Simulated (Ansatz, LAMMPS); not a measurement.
# Relaxing glassy 50SiO2-21ZnO-29CaO (mol %) (140 atoms), part 2 of 3

How does glassy 50SiO2-21ZnO-29CaO (mol %) (140 atoms) relax, and what do bonds, charges and levels look like afterwards?

Ansatz 0.2.0; Kohn-Sham DFT, PBEsol, PAW (set soft_2), plane waves.

The cell: 28 Si, 12 Zn, 16 Ca and 84 O. The quench rate of 25 K/ps far exceeds what a furnace or splat quench reaches. The starting topology of bonds comes from the classical model. The Brillouin zone is sampled at Γ only, in a cell whose shortest periodic width is 13 Å.

So far. Step 3 (Single point at the start): Neighbours are counted within 2.08 Å (O-Si), 3.08 Å (O-Ca), 2.43 Å (O-Zn).

## (4) Cell and atoms relaxed

Cell and atoms are freed together, to release stress as well as forces.

input.yaml reads:

```yaml
crystal:
  lattice:
    - [12.51625, 0.0, 0.0]
    - [0.0, 12.51625, 0.0]
    - [0.0, 0.0, 12.51625]
  atoms:
    [... the 140 atom lines of step 3 ...]
kpoints:
  mp_grid: { grid: [1, 1, 1] }
hamiltonian:
  xc: pbesol
scf:
  occupations: { method: fixed }
output:
  forces: true
relax:
  f_tol: 0.03
  max_steps: 153
  cell: {}
```

On the command line:

```bash
$ ansatz run input.yaml --threads 4 --pin off --max-ram 8192MiB --backend cpu --events-out ev --progress --plain --runs-dir out
```

Numbers of over 12 decimals in the logs are rounded to 6 here.

What it wrote:

```text
[...]
Crystal: 140 atoms, lattice volume = 1960.752 Å³
Basis set: ecut = 420 eV, 38401 PW (Γ), exchange–correlation on 180×180×180 points (8 copies of the dense FFT grid, shifted against one another)
Bands: 600, of which v1, the nominal top of the filled ones, is band 460 counted from 1 (459 counted from 0)
Symmetry: 1 space group operations
[...]
k-points: 1
[...]
SCF iter   1: F=—  HF=-132734.762098 eV  |F-HF|=—  |Δ(HF+E_count)|=         —  Δρ=1.20e-2  dr2=2.28e0  ethr=1.77e-3  ⟨swp⟩=5.0  Hψ=2051  notcnv=0  defer=138
[...]
SCF iter  11: F=-132734.140832 eV  HF=-132734.140833 eV  |F-HF|=3.15e-8  |Δ(HF+E_count)|=   1.86e-7  Δρ=2.11e-6  dr2=6.97e-8  ethr=1.09e-11  ⟨swp⟩=4.0  Hψ=1831  notcnv=0
SCF 1 converged in 11 iterations: F = -132734.140832 eV  dr2 = 6.97e-8
[...]
relax step   1: F+E_penalty+E_count = -132734.14083248 eV  Δ(F+E_penalty+E_count) = +0.000e0 eV  max|allowed force component| = 2.430e0 eV/Å  Δτ_max = 0.0000 Å  P = +1.072 GPa  Ω = 1960.752 Å³  (11 SCF iters, dr2 threshold 1.00e-7 eV, accepted)
[... from here on, the SCF cycles and remarks between the steps are left out ...]
relax step   2: F+E_penalty+E_count = -132739.01570206 eV  Δ(F+E_penalty+E_count) = -4.875e0 eV  max|allowed force component| = 1.236e0 eV/Å  Δτ_max = 0.1917 Å  P = +2.245 GPa  Ω = 1895.777 Å³  energy of the carried Pulay correction = +2.263e-1 eV  (9 SCF iters, dr2 threshold 1.40e-5 eV, accepted)
relax step   3: F+E_penalty+E_count = -132740.37456799 eV  Δ(F+E_penalty+E_count) = -1.359e0 eV  max|allowed force component| = 6.568e-1 eV/Å  Δτ_max = 0.0894 Å  P = +0.807 GPa  Ω = 1892.666 Å³  energy of the carried Pulay correction = +2.373e-1 eV  (8 SCF iters, dr2 threshold 1.40e-5 eV, accepted)
relax step   4: F+E_penalty+E_count = -132741.16575045 eV  Δ(F+E_penalty+E_count) = -7.912e-1 eV  max|allowed force component| = 4.456e-1 eV/Å  Δτ_max = 0.2000 Å  P = -0.003 GPa  Ω = 1892.765 Å³  energy of the carried Pulay correction = +2.369e-1 eV  (9 SCF iters, dr2 threshold 1.40e-5 eV, accepted)
relax step   5: F+E_penalty+E_count = -132741.39438100 eV  Δ(F+E_penalty+E_count) = -2.286e-1 eV  max|allowed force component| = 2.713e-1 eV/Å  Δτ_max = 0.2000 Å  P = -0.054 GPa  Ω = 1888.580 Å³  energy of the carried Pulay correction = +2.518e-1 eV  (7 SCF iters, dr2 threshold 1.24e-5 eV, accepted)
relax step   6: F+E_penalty+E_count = -132741.55432769 eV  Δ(F+E_penalty+E_count) = -1.599e-1 eV  max|allowed force component| = 2.054e-1 eV/Å  Δτ_max = 0.1923 Å  P = -0.094 GPa  Ω = 1885.660 Å³  energy of the carried Pulay correction = +2.622e-1 eV  (8 SCF iters, dr2 threshold 4.60e-6 eV, accepted)
relax step   7: F+E_penalty+E_count = -132741.70843716 eV  Δ(F+E_penalty+E_count) = -1.541e-1 eV  max|allowed force component| = 2.156e-1 eV/Å  Δτ_max = 0.2000 Å  P = -0.073 GPa  Ω = 1878.543 Å³  energy of the carried Pulay correction = +2.876e-1 eV  (9 SCF iters, dr2 threshold 2.64e-6 eV, accepted)
relax step   8: F+E_penalty+E_count = -132741.82753752 eV  Δ(F+E_penalty+E_count) = -1.191e-1 eV  max|allowed force component| = 3.710e-1 eV/Å  Δτ_max = 0.1969 Å  P = -0.063 GPa  Ω = 1873.449 Å³  energy of the carried Pulay correction = +3.058e-1 eV  (9 SCF iters, dr2 threshold 2.91e-6 eV, accepted)
relax step   9: F+E_penalty+E_count = -132741.86277219 eV  Δ(F+E_penalty+E_count) = -3.523e-2 eV  max|allowed force component| = 4.681e-1 eV/Å  Δτ_max = 0.0971 Å  P = -0.049 GPa  Ω = 1874.923 Å³  energy of the carried Pulay correction = +3.005e-1 eV  (7 SCF iters, dr2 threshold 8.60e-6 eV, accepted)
relax step  10: F+E_penalty+E_count = -132742.04040402 eV  Δ(F+E_penalty+E_count) = -1.776e-1 eV  max|allowed force component| = 2.847e-1 eV/Å  Δτ_max = 0.2000 Å  P = +0.077 GPa  Ω = 1873.180 Å³  energy of the carried Pulay correction = +3.068e-1 eV  (8 SCF iters, dr2 threshold 1.37e-5 eV, accepted)
relax step  11: F+E_penalty+E_count = -132742.10129081 eV  Δ(F+E_penalty+E_count) = -6.089e-2 eV  max|allowed force component| = 4.709e-1 eV/Å  Δτ_max = 0.2000 Å  P = +0.056 GPa  Ω = 1869.274 Å³  energy of the carried Pulay correction = +3.208e-1 eV  (8 SCF iters, dr2 threshold 5.07e-6 eV, accepted)
relax step  12: F+E_penalty+E_count = -132742.12787720 eV  Δ(F+E_penalty+E_count) = -2.659e-2 eV  max|allowed force component| = 1.143e-1 eV/Å  Δτ_max = 0.0411 Å  P = -0.065 GPa  Ω = 1871.444 Å³  energy of the carried Pulay correction = +3.130e-1 eV  (6 SCF iters, dr2 threshold 1.39e-5 eV, accepted)
relax step  13: F+E_penalty+E_count = -132742.18022909 eV  Δ(F+E_penalty+E_count) = -5.235e-2 eV  max|allowed force component| = 5.728e-1 eV/Å  Δτ_max = 0.2000 Å  P = -0.009 GPa  Ω = 1864.254 Å³  energy of the carried Pulay correction = +3.388e-1 eV  (9 SCF iters, dr2 threshold 8.17e-7 eV, accepted)
relax step  14: F+E_penalty+E_count = -132742.23311749 eV  Δ(F+E_penalty+E_count) = -5.289e-2 eV  max|allowed force component| = 4.677e-1 eV/Å  Δτ_max = 0.0419 Å  P = +0.030 GPa  Ω = 1862.935 Å³  energy of the carried Pulay correction = +3.436e-1 eV  (6 SCF iters, dr2 threshold 1.40e-5 eV, accepted)
[...]
relax step  18: F+E_penalty+E_count = -132742.54484868 eV  Δ(F+E_penalty+E_count) = -3.748e-2 eV  max|allowed force component| = 2.737e-1 eV/Å  Δτ_max = 0.2000 Å  P = -0.059 GPa  Ω = 1861.529 Å³  energy of the carried Pulay correction = +3.486e-1 eV  (7 SCF iters, dr2 threshold 1.40e-5 eV, accepted)
relax step  19: F+E_penalty+E_count = -132742.55640472 eV  Δ(F+E_penalty+E_count) = -1.156e-2 eV  max|allowed force component| = 6.737e-1 eV/Å  Δτ_max = 0.0885 Å  P = +0.144 GPa  Ω = 1859.009 Å³  energy of the carried Pulay correction = +3.577e-1 eV  (7 SCF iters, dr2 threshold 4.68e-6 eV, accepted)
relax step  20: F+E_penalty+E_count = -132742.60093148 eV  Δ(F+E_penalty+E_count) = -4.453e-2 eV  max|allowed force component| = 1.386e-1 eV/Å  Δτ_max = 0.2000 Å  P = +0.010 GPa  Ω = 1858.470 Å³  energy of the carried Pulay correction = +3.597e-1 eV  (7 SCF iters, dr2 threshold 1.40e-5 eV, accepted)
relax step  21: F+E_penalty+E_count = -132742.55979230 eV  Δ(F+E_penalty+E_count) = +4.114e-2 eV  max|allowed force component| = 1.734e-1 eV/Å  Δτ_max = 0.2000 Å  P = +0.014 GPa  Ω = 1860.719 Å³  energy of the carried Pulay correction = +3.516e-1 eV  (9 SCF iters, dr2 threshold 1.20e-6 eV, rejected (line search))
relax step  22: F+E_penalty+E_count = -132742.61910423 eV  Δ(F+E_penalty+E_count) = -1.817e-2 eV  max|allowed force component| = 9.053e-2 eV/Å  Δτ_max = 0.0755 Å  P = -0.005 GPa  Ω = 1860.082 Å³  energy of the carried Pulay correction = +3.539e-1 eV  (13 SCF iters, accepted)
relax step  23: F+E_penalty+E_count = -132742.60841635 eV  Δ(F+E_penalty+E_count) = +1.069e-2 eV  max|allowed force component| = 1.949e-1 eV/Å  Δτ_max = 0.1000 Å  P = +0.065 GPa  Ω = 1858.737 Å³  energy of the carried Pulay correction = +3.587e-1 eV  (9 SCF iters, dr2 threshold 5.12e-7 eV, rejected (line search))
relax step  24: F+E_penalty+E_count = -132742.62648898 eV  Δ(F+E_penalty+E_count) = -7.385e-3 eV  max|allowed force component| = 3.849e-2 eV/Å  Δτ_max = 0.0488 Å  P = -0.005 GPa  Ω = 1859.642 Å³  energy of the carried Pulay correction = +3.554e-1 eV  (12 SCF iters, accepted)
relax step  25: F+E_penalty+E_count = -132742.62302016 eV  Δ(F+E_penalty+E_count) = +3.469e-3 eV  max|allowed force component| = 1.141e-1 eV/Å  Δτ_max = 0.0500 Å  P = +0.016 GPa  Ω = 1859.294 Å³  energy of the carried Pulay correction = +3.567e-1 eV  (9 SCF iters, dr2 threshold 9.26e-8 eV, rejected (line search))
relax step  26: F+E_penalty+E_count = -132742.62866845 eV  Δ(F+E_penalty+E_count) = -2.179e-3 eV  max|allowed force component| = 1.455e-2 eV/Å  Δτ_max = 0.0202 Å  P = +0.003 GPa  Ω = 1859.495 Å³  energy of the carried Pulay correction = +3.560e-1 eV  (11 SCF iters, accepted)
relax step  27: F+E_penalty+E_count = -132742.39620435 eV  Δ(F+E_penalty+E_count) = +2.325e-1 eV  max|allowed force component| = 1.486e-2 eV/Å  Δτ_max = 0.0000 Å  P = -0.227 GPa  Ω = 1859.495 Å³  stress off target by 3.58e-1 GPa  SCF on the basis re-selected at this cell (its energy is not comparable with the rows above)  (8 SCF iters)
relax step  28: F+E_penalty+E_count = -132742.42630791 eV  Δ(F+E_penalty+E_count) = -3.010e-2 eV  max|allowed force component| = 3.027e-2 eV/Å  Δτ_max = 0.0149 Å  P = +0.060 GPa  Ω = 1853.165 Å³  energy of the carried Pulay correction = +2.307e-2 eV  (8 SCF iters, dr2 threshold 3.20e-7 eV, accepted)
relax step  29: F+E_penalty+E_count = -132742.42711590 eV  Δ(F+E_penalty+E_count) = -8.080e-4 eV  max|allowed force component| = 2.223e-2 eV/Å  Δτ_max = 0.0065 Å  P = +0.037 GPa  Ω = 1853.406 Å³  energy of the carried Pulay correction = +2.215e-2 eV  (7 SCF iters, dr2 threshold 5.73e-8 eV, accepted)
relax step  30: F+E_penalty+E_count = -132742.40780268 eV  Δ(F+E_penalty+E_count) = +1.931e-2 eV  max|allowed force component| = 2.230e-2 eV/Å  Δτ_max = 0.0000 Å  P = +0.024 GPa  Ω = 1853.406 Å³  stress off target by 4.53e-2 GPa  SCF on the basis re-selected at this cell (its energy is not comparable with the rows above)  (6 SCF iters)
[...]
SCF converged after 6 iterations
Free energy (F): -132742.407803 eV
[...]
Internal energy: -132742.407803 eV  (E = F + TS)
E sigma→0 (E₀):  -132742.407803 eV
Fermi energy:    4.810392 eV
[...]
--- Forces (eV/Å), atoms counted from 1 ---
  atom   1  Si     0.00246490    -0.00499760     0.00182130
  atom   2  Si     0.00442845     0.00321669    -0.01362080
  atom   3  Si     0.00220419     0.00132253    -0.00070474
  atom   4  Si    -0.00434828     0.00416129    -0.00379673
  atom   5  Si     0.00670938     0.00404877    -0.00050264
  atom   6  Si     0.00091429     0.00668818     0.00287377
  atom   7  Si    -0.01195067     0.01262374    -0.00075318
  atom   8  Si     0.00719555    -0.01252544     0.00093277
  atom   9  Si    -0.00699133     0.00535921     0.00590873
  atom  10  Si     0.00648825    -0.00016449     0.00184577
  atom  11  Si    -0.00294134     0.00222760     0.01233245
  atom  12  Si     0.01747156     0.01148160     0.00657819
  atom  13  Si    -0.00412531     0.00207006    -0.00330668
  atom  14  Si    -0.01108185    -0.00233444     0.00097574
[...]
atom 139  O      0.00406415     0.00212816    -0.00245881
  atom 140  O     -0.00181099     0.00416723    -0.00275081
  max |Σ_I F_I| component: 2.42e-5 eV/Å
--- Stress (GPa, compression-positive) ---
        0.016171       0.005106       0.002765
        0.005106       0.044330       0.000527
        0.002765       0.000527       0.012712
  P = ⅓ Tr σ = 0.0244 GPa (0.244 kbar)
--- Relaxed structure (28 steps of the walk, 25 accepted, 2 SCFs on fresh bases) ---
  F+E_penalty+E_count = -132742.40780268 eV   max|allowed force component| = 2.230e-2 eV/Å   (the final SCF, on the basis selected at the relaxed cell)
  cell:  # Å, volume = 1853.4060 Å³
    - [12.058956, 0.267682, 0.095565]
    - [0.267682, 12.589926, 0.014738]
    - [0.095565, 0.014738, 12.214342]
  atoms:
    - { symbol: Si, position: [0.543027, 0.278341, 0.452893] }
    - { symbol: Si, position: [0.493505, 0.582278, 0.112846] }
    - { symbol: Si, position: [0.132290, 0.681629, 0.218649] }
    - { symbol: Si, position: [0.929970, 0.440207, 0.944043] }
[...]
- { symbol: O, position: [0.716208, 0.910952, 0.224861] }
```

The job ended after 20 min (4 threads of Arm Neoverse V1, shared host; peak memory 3 GiB).

Relaxation path (22 of 30):

```csv
step,energy less that of the first step (eV),largest force component (eV/Å),pressure (GPa),volume (Å³)
1,0.0000,2.4298,1.07,1960.75
2,-4.8749,1.2358,2.25,1895.78
4,-7.0249,0.4456,0.00,1892.76
5,-7.2535,0.2713,-0.05,1888.58
7,-7.5676,0.2156,-0.07,1878.54
8,-7.6867,0.3710,-0.06,1873.45
9,-7.7219,0.4681,-0.05,1874.92
11,-7.9605,0.4709,0.06,1869.27
12,-7.9870,0.1143,-0.07,1871.44
13,-8.0394,0.5728,-0.01,1864.25
15,-8.2621,0.3921,0.00,1858.17
16,-8.2873,0.5685,0.01,1863.29
18,-8.4040,0.2737,-0.06,1861.53
19,-8.4156,0.6737,0.14,1859.01
20,-8.4601,0.1386,0.01,1858.47
22,-8.4783,0.0905,-0.01,1860.08
23,-8.4676,0.1949,0.06,1858.74
24,-8.4857,0.0385,-0.01,1859.64
26,-8.4878,0.0145,0.00,1859.50
27*,-8.2554,0.0149,-0.23,1859.50
29,-8.2863,0.0222,0.04,1853.41
30*,-8.2670,0.0223,0.02,1853.41
```

Relaxation steps marked * repeat the geometry before them on a plane-wave basis chosen anew for their cell, so energy and pressure can jump there. Other such steps can lie between the rows shown. Relaxation steps 21, 23, 25 were tried and not accepted.

```csv
cell as run,before,after,change
a (Å),12.516,12.062,-3.6 %
b (Å),12.516,12.593,+0.6 %
c (Å),12.516,12.215,-2.4 %
α (°),90.00,89.85,-0.2 %
β (°),90.00,89.10,-1.0 %
γ (°),90.00,87.51,-2.8 %
volume (Å³/atom),14.01,13.24,-5.5 %
```

The atoms that moved most (Å, as changes of fractional coordinates times the final cell):

```csv
atom,dx,dy,dz,length
Ca41,0.755,-0.334,0.664,1.059
O129,0.143,-0.491,0.689,0.858
O116,-0.604,0.481,0.358,0.851
O110,0.680,0.062,-0.277,0.737
O135,0.391,-0.253,0.563,0.730
O84,0.462,0.541,0.058,0.714
O106,-0.664,0.100,-0.005,0.671
O118,0.469,-0.134,-0.367,0.611
```

The relaxation changed the energy by -59.0 meV/atom, and atoms moved by 0.34 Å r.m.s., 1.1 Å at most.

## (5) Structure statistics after relaxation

Bonds before and after, by the cutoffs listed below:

```csv
pair,bonds before,bonds after,mean before (Å),mean after (Å),spread before (Å),spread after (Å)
O-Si,112,113,1.611,1.642,0.034,0.042
O-Ca,91,102,2.496,2.455,0.190,0.221
O-Zn,47,49,1.982,1.973,0.057,0.071
```

Density 3.19 g/cm³, 13.24 Å³ an atom.

Pair distribution functions g(r), in bins of 0.2 Å:

```csv
r (Å),total,O-O,O-Si,O-Ca,O-Zn,Si-Si,Si-Ca
1.50,0.27,0.00,1.14,0.00,0.00,0.00,0.00
1.70,2.86,0.00,11.97,0.00,0.00,0.00,0.00
1.90,0.72,0.00,0.08,0.00,6.81,0.00,0.00
2.10,0.31,0.00,0.00,0.46,2.42,0.00,0.00
2.30,0.72,0.00,0.00,5.27,0.00,0.00,0.00
2.50,0.74,1.14,0.00,2.45,0.00,0.00,0.00
2.70,1.54,3.92,0.00,0.62,0.20,0.00,0.00
2.90,0.60,0.90,0.04,0.46,0.17,1.07,0.94
3.10,1.01,1.08,0.09,0.34,0.91,3.35,2.40
3.30,1.04,1.27,0.57,0.50,0.87,1.25,1.79
3.50,1.00,0.89,1.12,0.35,0.90,0.00,4.13
3.70,0.99,0.62,1.46,0.48,1.39,0.00,2.21
3.90,0.91,0.62,1.32,1.29,0.81,0.49,1.09
4.10,1.19,0.76,1.75,1.54,1.60,0.68,0.69
4.30,1.06,0.64,1.76,1.25,1.50,0.51,0.17
4.50,1.09,0.93,0.97,1.38,1.65,1.20,0.49
4.70,1.06,1.10,1.17,1.22,0.74,1.10,0.59
4.90,1.00,1.34,0.56,1.23,0.66,2.06,0.76
5.10,0.99,1.25,0.61,0.95,1.01,1.51,0.75
5.30,0.96,1.27,0.77,0.68,0.60,1.21,0.88
5.50,0.99,1.12,0.99,0.96,0.70,1.12,0.77
5.70,0.92,0.84,0.97,0.81,0.81,0.87,1.06
5.90,0.95,0.95,0.87,0.76,0.95,1.19,1.52
```

Bonds by pair of elements; cutoffs follow the first minimum of g(r), held within bounds set by covalent radii, and pairs that aren't listed don't count as bonded:

```csv
pair A-B,cutoff (Å),bonds,mean length (Å),spread (Å),shortest (Å),B about A,A about B
O-Si,2.16,113,1.64,0.042,1.58,1.34,4.04
O-Ca,3.12,102,2.46,0.221,2.17,1.21,6.38
O-Zn,2.43,49,1.97,0.071,1.83,0.583,4.08
```

How many atoms have how many bonded neighbours:

```csv
element,mean,2,3,4,5,6,7,9
Ca,6.38,0,0,0,1,10,4,1
O,3.14,9,54,21,0,0,0,0
Si,4.04,0,0,27,1,0,0,0
Zn,4.08,0,1,9,2,0,0,0
```

Bond angles (no mean is given where the spread exceeds 20°):

```csv
angle,count,mean (°),spread (°)
O-Si-O,172,109,8.4
Ca-O-Si,125,112,17.7
O-Zn-O,77,109,18.4
Si-O-Zn,51,121,13.7
```

Oxygen atoms by the number of network formers (Si, P, Ge, B, Al, As, Ga) bound to them:

```csv
network formers bound to O,O atoms,per cent
0,0,0
1,55,65.5
2,29,34.5
```

Network units: each former by its oxygen neighbours and how many of them bridge to another former:

```csv
former,O neighbours,bridging O,atoms
Si,4,1,9
Si,4,2,8
Si,4,3,9
Si,4,4,1
Si,5,2,1
```

Bond length by coordination (bonds to H left out):

```csv
element,coordination,atoms,mean bond length (Å)
Ca,5,1,2.42
Ca,6,10,2.44
Ca,7,4,2.46
Ca,9,1,2.57
O,2,9,1.66
O,3,54,1.97
O,4,21,2.19
Si,4,27,1.64
Si,5,1,1.75
Zn,3,1,1.86
Zn,4,9,1.96
Zn,5,2,2.06
```

Rings of the network by King's shortest-path rule, up to 12 atoms, one path for each pair of neighbours; H, halogens, alkali and alkaline-earth atoms are left out, and the last column divides by all other atoms, bonded or not:

```csv
ring size (atoms),rings,per network atom
4,3,0.024
6,4,0.032
8,13,0.105
10,17,0.137
12,22,0.177
```

First main peaks of g(r), for some of the pairs, lie near 2.7 Å (O-O), 1.6 Å (O-Si), 2.3 Å (O-Ca), 2.0 Å (O-Zn) and 3.1 Å (Si-Si). With the cutoffs above, 62 % of Ca atoms have 6, 64 % of O atoms have 3, 96 % of Si atoms have 4 and 75 % of Zn atoms have 4 bonded neighbours. The O-Si-O angle averages 109° with a spread of 8°. Counting bonds to Si alone, not to Zn, 34 % of the oxygens join two of these atoms and 66 % one. Rings of 12 atoms are the most common (37 % of those counted); sizes run from 4 to 12, where the search stops.

(Part 2 of 3 ends here.)

[Logs are printed without paths, hosts, clocks, repeated set-up lines and the standing remarks that a program may print on its own settings, such as how far it seeks lower states.]

[Hosts, paths, dates, database ids (printed as entryN), source tags and the programs' standing remarks are cut or masked in the printed files.]
